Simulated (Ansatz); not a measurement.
## NbTe2 monolayer (2H): from the cell to its phonons

Wanted: phonon frequencies of NbTe2 monolayer (2H) and what follows from them.

Program: Ansatz 0.2.0. Level of theory: DFT PBEsol, scalar-relativistic, plane waves, PAW; PAW set soft_1. Results are calculated unless marked as measured.

## 1. The starting structure

The cell holds 3 atoms: 1 Nb and 2 Te. Cell: a = 3.670 Å, b = 3.670 Å, c = 20.000 Å, α = 90.0°, β = 90.0°, γ = 120.0°. It derives from NbTe2. Vacuum lies along c.

## 2. Bringing the structure to rest

The cell and atoms are relaxed, since residual forces and stress would shift the frequencies.

The program solves this slab on a cell height of its own, 31.0 Å, in place of the one typed.

The input, input.yaml:

```yaml
crystal:
  lattice:
    - [3.67, 0.0, 0.0]
    - [-1.835, 3.17831, 0.0]
    - [0.0, 0.0, 20.0]
  atoms:
    - { symbol: Nb, position: [0.333333, 0.666667, 0.5] }
    - { symbol: Te, position: [0.666667, 0.333333, 0.59] }
    - { symbol: Te, position: [0.666667, 0.333333, 0.41] }
  periodic: [true, true, false]
kpoints:
  mp_grid: { grid: [15, 15, 1] }
hamiltonian:
  xc: pbesol
  pseudopotentials: { kind: paw, azcp: { folder: soft_1 }, xc_functional: pbe }
scf:
  occupations: { method: gaussian, width: 0.1 }
output:
  forces: true
  stress: true
  eigenvalues: true
relax:
  adjacent_minimum: "off"
  f_tol: 0.005
  max_steps: 80
  cell: { stress_2d_tol: 0.02 }
```

On the command line:

```
$ ansatz run input.yaml --threads 8 --pin off --max-ram 16384MiB --backend cpu --events-out ev --progress --plain --runs-dir out
```

Numbers of over 12 decimals in the logs are rounded to 6 here.

The log of the run:

```text
Warning: crystal.periodic: the lattice vector that does not repeat stood 0.000° off the slab's normal, 20.000 Å along it as the deck builds it. The run solves the slab on a vector along the normal, 31.000 Å long, with every atom where it was (on the deck's vector they left 16.40 Å outside them, and the widest stretch free of ions among them is 1.80 Å). A fractional position that the run reports is one of the run's ce [...]
Warning: the atoms were moved onto the symmetric positions of the space group found under crystal.symmetry.tolerance 1.0e-5 (fractional; no operation is sought that the atoms, as they stand in a round, miss by more than twice it, and no atom is moved by as much as it), and the run uses the moved positions. Before a round's move an operation carried an atom to 4.89e-6 Å from where it should land, the largest such dist [...]
crystal.periodic: the lattice vector that does not repeat stood 0.000° off the slab's normal, 20.000 Å along it as the deck builds it. The run solves the slab on a vector along the normal, 31.000 Å long, with every atom where it was (on the deck's vector they left 16.40 Å outside them, and the widest stretch free of ions among them is 1.80 Å). A fractional position that the run reports is one of the run's cell, which [...]
Engine: ansatz 0.2.0, aarch64-unknown-linux-gnu
Pseudopotentials: kind: paw
Pseudopotential: Nb, paw, valence charge 13, recommended cutoff 420 eV (normal), soft_1/Nb.paw.azcp
Pseudopotential: Te, paw, valence charge 16, recommended cutoff 420 eV (normal), soft_1/Te.paw.azcp
Functional definition: PBEsol
  exchange = pbesol_x
  correlation = pbesol_c
Crystal: 3 atoms, lattice volume = 361.596 Å³
Basis set: ecut = 420 eV, 7039 PW (Γ), exchange–correlation on 50×50×432 points (8 copies of the dense FFT grid, shifted against one another)
Bands: 27, of which v1, the nominal top of the filled ones, is band 23 counted from 1 (22 counted from 0)
Symmetry: 12 space group operations
Space group: P-6m2 (ITA 187), of the structure as read, at distance tolerance 7.1e-5 Å
k-points: 27 of 225 (time reversal used)
Non-local potential: Nb, projectors of the file, l = 0: 3, l = 1: 2, l = 2: 2, l = 3: 1
Non-local potential: Te, projectors of the file, l = 0: 2, l = 1: 2, l = 2: 2, l = 3: 1
PAW form: soft (Blöchl's): semilocal exchange-correlation on the pseudo side does not see the compensation charge
PAW frozen core: Nb, regenerated for the run's functional, and the local potential with it (the file was generated under x = pbe(κ = 0.804, μ = 0.219515), c = pbe(β = 0.066725))
PAW frozen core: Te, regenerated for the run's functional, and the local potential with it (the file was generated under x = pbe(κ = 0.804, μ = 0.219515), c = pbe(β = 0.066725))
PAW one-centre angular grid: Nb, 590 points (default); XC on 64 Gauss nodes
PAW one-centre angular grid: Te, 590 points (default); XC on 64 Gauss nodes
Initial density: superposition of atomic densities (neutral atoms: chi_scale 0, normalization atom)
Initial wavefunctions: pseudopotential atomic-orbital guess
Functional: x = pbesol(κ = 0.804, μ = 0.123457), c = pbesol(β = 0.046)
SCF iter   1: F=—  HF=-18300.767627 eV  |F-HF|=—  |Δ(HF+E_count)|=         —  Δρ=2.38e-2  dr2=3.30e0  ethr=3.10e-3  ⟨swp⟩=15.4  Hψ=5444  notcnv=0
preconditioner: auto → LDOS  [metal: Δε(μ)=0.057 eV  Ē_g=7.362 eV  σ=0.100 eV  W_gap=0.31  n_scr=18 (ndim 8)  ℏωp=8.1 eV  f_vac=0.744  D(μ)=3.31/eV (n_scr^D=12)  β→1.0]
SCF iter   2: F=—  HF=-18300.007514 eV  |F-HF|=—  |Δ(HF+E_count)|=   7.60e-1  Δρ=1.20e-2  dr2=6.90e-1  ethr=3.10e-3  ⟨swp⟩=4.1  Hψ=2013  notcnv=0  defer=1
SCF iter   3: F=—  HF=-18299.931150 eV  |F-HF|=—  |Δ(HF+E_count)|=   7.64e-2  Δρ=6.24e-3  dr2=1.84e-1  ethr=1.53e-3  ⟨swp⟩=4.0  Hψ=1861  notcnv=0  defer=1
SCF iter   4: F=—  HF=-18299.891094 eV  |F-HF|=—  |Δ(HF+E_count)|=   4.01e-2  Δρ=2.30e-3  dr2=3.09e-2  ethr=4.09e-4  ⟨swp⟩=3.3  Hψ=1816  notcnv=0  defer=1
SCF iter   5: F=—  HF=-18299.883381 eV  |F-HF|=—  |Δ(HF+E_count)|=   7.71e-3  Δρ=4.31e-4  dr2=9.83e-4  ethr=6.86e-5  ⟨swp⟩=3.6  Hψ=1544  notcnv=0  defer=1
SCF iter   6: F=—  HF=-18299.883099 eV  |F-HF|=—  |Δ(HF+E_count)|=   2.82e-4  Δρ=8.47e-5  dr2=3.18e-5  ethr=2.18e-6  ⟨swp⟩=4.0  Hψ=1814  notcnv=0  defer=1
SCF iter   7: F=—  HF=-18299.883182 eV  |F-HF|=—  |Δ(HF+E_count)|=   8.30e-5  Δρ=2.15e-5  dr2=2.20e-6  ethr=7.07e-8  ⟨swp⟩=3.5  Hψ=1662  notcnv=0  defer=1
iter 8 did not close the SCF: its close was put off until two iterations running show no level that it waits for move by more than its bar (scf_convergence_deferred on its scf_iter line)
SCF iter   8: F=-18299.883182 eV  HF=-18299.883182 eV  |F-HF|=2.24e-7  |Δ(HF+E_count)|=   2.13e-7  Δρ=5.04e-6  dr2=9.34e-8  ethr=2.22e-10  ⟨swp⟩=12.0  Hψ=5433  notcnv=0
iter 9 did not close the SCF: its close was put off until two iterations running show no level that it waits for move by more than its bar (scf_convergence_deferred on its scf_iter line)
SCF iter   9: F=-18299.883182 eV  HF=-18299.883182 eV  |F-HF|=1.68e-8  |Δ(HF+E_count)|=   2.21e-7  Δρ=1.27e-6  dr2=7.48e-9  ethr=2.08e-10  ⟨swp⟩=4.0  Hψ=3056  notcnv=0
SCF iter  10: F=-18299.883182 eV  HF=-18299.883182 eV  |F-HF|=3.83e-9  |Δ(HF+E_count)|=   1.64e-8  Δρ=3.60e-7  dr2=4.02e-10  ethr=1.66e-11  ⟨swp⟩=3.3  Hψ=2915  notcnv=0
SCF 1 converged in 10 iterations: F = -18299.883182 eV  dr2 = 4.02e-10
  greatest PAW one-centre occupation: 0.998 electrons in one spin orbital (limit 2), on the Te atom at site 2 (counted from 0), in its partial waves of l = 2
relax step   1: F+E_penalty+E_count = -18299.88318250 eV  Δ(F+E_penalty+E_count) = +0.000e0 eV  max|allowed force component| = 2.518e-1 eV/Å  Δτ_max = 0.0000 Å  P = -0.587 N/m  Ω = 361.596 Å³  fix = [c, alpha, beta]  reactions: c -0.000 N/m  (10 SCF iters, dr2 threshold 1.00e-7 eV, accepted)
Crystal: 3 atoms, lattice volume = 350.367 Å³
Basis set: ecut = 420 eV, 6727 PW (Γ), exchange–correlation on 50×50×432 points (8 copies of the dense FFT grid, shifted against one another)
Initial density: handed on by an earlier stage of this run
Initial wavefunctions: those handed on with the density
iter 1 solved again at ethr=5.46e-5 eV; its pass at ethr=3.10e-3 eV (dr2=2.46e-2 eV) is discarded
SCF iter   1: F=—  HF=-18299.871832 eV  |F-HF|=—  |Δ(HF+E_count)|=         —  Δρ=2.78e-3  dr2=2.42e-2  ethr=5.46e-5  ⟨swp⟩=3.1  Hψ=5772  notcnv=0
preconditioner: auto → LDOS  [metal: Δε(μ)=0.009 eV  Ē_g=6.716 eV  σ=0.100 eV  W_gap=0.05  n_scr=18 (ndim 8)  ℏωp=8.2 eV  f_vac=0.743  D(μ)=4.73/eV (n_scr^D=14)  β→1.0]
[...]
Crystal: 3 atoms, lattice volume = 352.923 Å³
Basis set: ecut = 420 eV, 6775 PW (Γ), exchange–correlation on 50×50×432 points (8 copies of the dense FFT grid, shifted against one another)
iter 1 solved again at ethr=2.84e-5 eV; its pass at ethr=3.10e-3 eV (dr2=1.28e-2 eV) is discarded
SCF iter   1: F=—  HF=-18299.900590 eV  |F-HF|=—  |Δ(HF+E_count)|=         —  Δρ=1.66e-3  dr2=1.36e-2  ethr=2.84e-5  ⟨swp⟩=3.4  Hψ=5143  notcnv=0
preconditioner: auto → LDOS  [metal: Δε(μ)=0.030 eV  Ē_g=6.769 eV  σ=0.100 eV  W_gap=0.17  n_scr=18 (ndim 8)  ℏωp=8.1 eV  f_vac=0.748  D(μ)=4.13/eV (n_scr^D=14)  β→1.0]
SCF iter   2: F=—  HF=-18299.898591 eV  |F-HF|=—  |Δ(HF+E_count)|=   2.00e-3  Δρ=5.95e-4  dr2=7.15e-4  ethr=2.84e-5  ⟨swp⟩=2.5  Hψ=1151  notcnv=0
SCF iter   3: F=—  HF=-18299.898598 eV  |F-HF|=—  |Δ(HF+E_count)|=   7.39e-6  Δρ=1.81e-4  dr2=1.75e-4  ethr=1.59e-6  ⟨swp⟩=3.4  Hψ=1558  notcnv=0
SCF iter   4: F=—  HF=-18299.898579 eV  |F-HF|=—  |Δ(HF+E_count)|=   1.95e-5  Δρ=6.49e-5  dr2=5.05e-5  ethr=3.89e-7  ⟨swp⟩=3.0  Hψ=1336  notcnv=0
SCF iter   5: F=—  HF=-18299.898574 eV  |F-HF|=—  |Δ(HF+E_count)|=   4.72e-6  Δρ=1.63e-5  dr2=2.08e-6  ethr=1.12e-7  ⟨swp⟩=2.0  Hψ=950  notcnv=0
SCF iter   6: F=—  HF=-18299.898659 eV  |F-HF|=—  |Δ(HF+E_count)|=   8.54e-5  Δρ=3.51e-6  dr2=1.15e-7  ethr=4.63e-9  ⟨swp⟩=3.4  Hψ=1513  notcnv=0
SCF iter   7: F=—  HF=-18299.898659 eV  |F-HF|=—  |Δ(HF+E_count)|=   6.02e-8  Δρ=1.15e-6  dr2=6.69e-9  ethr=2.56e-10  ⟨swp⟩=3.8  Hψ=1577  notcnv=0
SCF iter   8: F=—  HF=-18299.898659 eV  |F-HF|=—  |Δ(HF+E_count)|=   7.80e-9  Δρ=2.47e-7  dr2=2.92e-10  ethr=1.49e-11  ⟨swp⟩=3.9  Hψ=1707  notcnv=0
SCF iter   9: F=—  HF=-18299.898659 eV  |F-HF|=—  |Δ(HF+E_count)|=   2.36e-9  Δρ=6.96e-8  dr2=1.25e-11  ethr=1.00e-12  ⟨swp⟩=3.8  Hψ=1687  notcnv=0
SCF iter  10: F=-18299.898659 eV  HF=-18299.898659 eV  |F-HF|=3.27e-11  |Δ(HF+E_count)|=   1.27e-9  Δρ=2.05e-8  dr2=1.31e-12  ethr=1.00e-12  ⟨swp⟩=13.2  Hψ=5269  notcnv=0
SCF 3 converged in 10 iterations: F = -18299.898659 eV  dr2 = 1.31e-12
relax step   3: F+E_penalty+E_count = -18299.89865931 eV  Δ(F+E_penalty+E_count) = -1.548e-2 eV  max|allowed force component| = 7.668e-2 eV/Å  Δτ_max = 0.0460 Å  P = -0.303 N/m  Ω = 352.923 Å³  energy of the carried Pulay correction = +3.860e-4 eV  fix = [c, alpha, beta]  reactions: c -0.000 N/m  (10 SCF iters, accepted)
[...]
relax step   4: F+E_penalty+E_count = -18299.89931085 eV  Δ(F+E_penalty+E_count) = -6.515e-4 eV  max|allowed force component| = 1.835e-2 eV/Å  Δτ_max = 0.0034 Å  P = -0.090 N/m  Ω = 352.178 Å³  energy of the carried Pulay correction = +4.200e-4 eV  fix = [c, alpha, beta]  reactions: c -0.000 N/m  (4 SCF iters, dr2 threshold 3.00e-7 eV, accepted)
[...]
relax step   5: F+E_penalty+E_count = -18299.89938059 eV  Δ(F+E_penalty+E_count) = -6.975e-5 eV  max|allowed force component| = 8.624e-4 eV/Å  Δτ_max = 0.0007 Å  P = -0.001 N/m  Ω = 351.754 Å³  energy of the carried Pulay correction = +4.393e-4 eV  fix = [c, alpha, beta]  reactions: c -0.000 N/m  (5 SCF iters, dr2 threshold 2.10e-8 eV, accepted)
Initial wavefunctions: pseudopotential atomic-orbital guess (no wavefunctions were taken with the density)
iter 1 solved again at ethr=1.91e-7 eV; its pass at ethr=3.10e-3 eV (dr2=8.61e-5 eV) is discarded
SCF iter   1: F=—  HF=-18299.898858 eV  |F-HF|=—  |Δ(HF+E_count)|=         —  Δρ=1.54e-5  dr2=1.88e-7  ethr=1.91e-7  ⟨swp⟩=7.1  Hψ=8713  notcnv=0
preconditioner: auto → LDOS  [metal: Δε(μ)=0.017 eV  Ē_g=6.812 eV  σ=0.100 eV  W_gap=0.10  n_scr=18 (ndim 8)  ℏωp=8.2 eV  f_vac=0.748  D(μ)=4.14/eV (n_scr^D=14)  β→1.0]
SCF iter   2: F=—  HF=-18299.898943 eV  |F-HF|=—  |Δ(HF+E_count)|=   8.46e-5  Δρ=4.73e-6  dr2=7.47e-8  ethr=4.19e-10  ⟨swp⟩=4.4  Hψ=2079  notcnv=0
SCF iter   3: F=—  HF=-18299.898943 eV  |F-HF|=—  |Δ(HF+E_count)|=   2.44e-8  Δρ=1.12e-6  dr2=4.86e-9  ethr=1.66e-10  ⟨swp⟩=2.7  Hψ=1455  notcnv=0
SCF iter   4: F=—  HF=-18299.898943 eV  |F-HF|=—  |Δ(HF+E_count)|=   6.65e-9  Δρ=1.87e-7  dr2=9.13e-11  ethr=1.08e-11  ⟨swp⟩=4.0  Hψ=1756  notcnv=0
SCF iter   5: F=—  HF=-18299.898943 eV  |F-HF|=—  |Δ(HF+E_count)|=  5.46e-10  Δρ=4.64e-8  dr2=5.31e-12  ethr=1.00e-12  ⟨swp⟩=3.4  Hψ=1555  notcnv=0
SCF iter   6: F=-18299.898943 eV  HF=-18299.898943 eV  |F-HF|=1.31e-10  |Δ(HF+E_count)|=  1.42e-10  Δρ=1.22e-8  dr2=6.29e-13  ethr=1.00e-12  ⟨swp⟩=14.6  Hψ=5100  notcnv=0
SCF 6 converged in 6 iterations: F = -18299.898943 eV  dr2 = 6.29e-13
relax step   6: F+E_penalty+E_count = -18299.89894259 eV  Δ(F+E_penalty+E_count) = +4.380e-4 eV  max|allowed force component| = 9.510e-4 eV/Å  Δτ_max = 0.0000 Å  P = -0.002 N/m  Ω = 351.754 Å³  fix = [c, alpha, beta]  reactions: c -0.000 N/m  stress off target by 1.90e-3 N/m on what of the cell is left free  SCF on the basis re-selected at this cell (its energy is not comparable with the rows above)  (6 SCF iters)
basis re-selected at this cell: Δ(F+E_penalty+E_count) = +4.380e-4 eV, ΔP = -0.001 N/m vs the last step (what re-selecting the basis moved, of the pressure what is left beyond the Pulay correction that the steps carried, after the strain that the cell walked since its last selection, with what the two solves' SCF thresholds leave and, on support functions, any second-order correction that the steps lacked; it is no m [...]
SCF converged after 6 iterations
Free energy (F): -18299.898943 eV
Harris-Foulkes:  -18299.898943 eV  (|F-HF|=1.31e-10)
Internal energy: -18299.878253 eV  (E = F + TS)
E sigma→0 (E₀):  -18299.888598 eV
Entropy (-TS):   -0.020690 eV (-6.897 meV/atom)
Fermi energy:    -5.053873 eV
--- Per-component energies (eV) ---
  E_band       = -1316.602773
  E_kinetic    = 718.446536
  E_local      = -98548.989233  (includes V_loc(G=0)·N_el)
  E_nonlocal   = 234.710516
  E_hartree    = 48798.650817
  E_xc         = -407.446367
  E_vxc        = -403.622095  (∫ρ·V_xc dr)
  E_paw        = -12215.518009  (= ΣΔE_a)
  E_vpaw       = -914.450305  (= ΣTr[D̂ρ^β])
  E_aug_tail   = 0.000205  (compensation charges beyond the density's cutoff)
  E_ewald      = 43119.328949
  E_core_change = 0.938332  (= ΣΔE_core)
  E_smearing   = -0.020690  (= −TS)
  E_closure    = -0.000000  (closes the sum)
  Σ components = -18299.898943   (vs F -18299.898943, Δ=0.00e0)
--- Forces (eV/Å), atoms counted from 1 ---
  atom   1  Nb     0.00000000     0.00000000    -0.00000000
  atom   2  Te     0.00000000    -0.00000000     0.00095105
  atom   3  Te    -0.00000000    -0.00000000    -0.00095105
  max |Σ_I F_I| component: 1.39e-17 eV/Å
--- 2D stress c σ (N/m, compression-positive) ---
       -0.001898       0.000000       0.000000
        0.000000      -0.001898       0.000000
        0.000000       0.000000       0.000000
  P = ½ c Tr σ = -0.0019 N/m
--- Band table (eV; the first three rows and the last of 27) ---
  k-point 0: bands = [... 19 lower, -6.2962, -5.3974, -5.3974, -4.9048, -1.8931, -1.8931, -1.6284, -1.6284]
  k-point 1: bands = [... 19 lower, -6.2489, -5.4947, -5.4184, -4.9114, -2.0975, -1.9611, -1.8101, -1.7393]
  k-point 2: bands = [... 19 lower, -6.1137, -5.7434, -5.5530, -4.9602, -2.5322, -2.4068, -2.0142, -1.6085]
  k-point 26: bands = [... 19 lower, -7.7361, -7.6665, -6.4820, -4.5438, -3.2584, -2.5388, -1.8790, -0.5095]
--- Relaxed structure (5 steps of the walk, 4 accepted, 1 SCFs on fresh bases) ---
  F+E_penalty+E_count = -18299.89894259 eV   max|allowed force component| = 9.510e-4 eV/Å   (the final SCF, on the basis selected at the relaxed cell)
  cell:  # Å, volume = 351.7545 Å³
    - [3.619709, 0.0, 0.0]
    - [-1.809854, 3.134760, 0.0]
    - [0.0, 0.0, 31.0]
  atoms:
    - { symbol: Nb, position: [0.333333, 0.666667, 0.322581] }
    - { symbol: Te, position: [0.666667, 0.333333, 0.381996] }
    - { symbol: Te, position: [0.666667, 0.333333, 0.263165] }
```

Elapsed: 21 s, on 8 threads of Arm Neoverse V2, shared host; peak memory 0.96 GiB.

Relaxation path:

| step | energy less that of the first step (eV) | largest force component (eV/Å) | volume (Å³) |
| --- | --- | --- | --- |
| 1 | 0.0000 | 0.2518 | 361.60 |
| 2 | 0.0156 | 0.5617 | 350.37 |
| 3 | -0.0155 | 0.0767 | 352.92 |
| 4 | -0.0161 | 0.0184 | 352.18 |
| 5 | -0.0162 | 0.0009 | 351.75 |
| 6* | -0.0158 | 0.0010 | 351.75 |

Relaxation steps marked * repeat the geometry before them on a plane-wave basis chosen anew for their cell, so energy and pressure can jump there. Relaxation step 2 was tried and not accepted.

The run keeps the 12 symmetry operations that it works with, so distortions that break them were not tested.

| cell as run | before | after | change |
| --- | --- | --- | --- |
| a (Å) | 3.670 | 3.620 | -1.4 % |
| b (Å) | 3.670 | 3.620 | -1.4 % |

The atoms that moved most (Å, along periodic axes as changes of fractional coordinates times the final cell, across vacuum about the mean position):

| atom | dx | dy | dz | length |
| --- | --- | --- | --- | --- |
| Te2 | 0.000 | 0.000 | 0.042 | 0.042 |
| Te3 | 0.000 | 0.000 | -0.042 | 0.042 |

The relaxed structure:

```xyz
3
Lattice="3.6197 0.0000 0.0000 -1.8099 3.1348 0.0000 0.0000 0.0000 31.0000" Properties=species:S:1:pos:R:3
Nb    0.0000    2.0898   10.0000
Te    1.8099    1.0449   11.8419
Te    1.8099    1.0449    8.1581
```

Numbers from this step:

```yaml
gap_on_the_k_mesh: 0 eV
area_per_atom: 3.782 Å²
```

The relaxation ends with a largest force component of 9.5e-4 eV/Å.

(Continued in part 2 of 3.)

[Logs are printed without paths, hosts, clocks, repeated set-up lines and the standing remarks that a program may print on its own settings, such as how far it seeks lower states.]

[Hosts, paths, dates, database ids (printed as entryN), source tags and the programs' standing remarks are cut or masked in the printed files.]
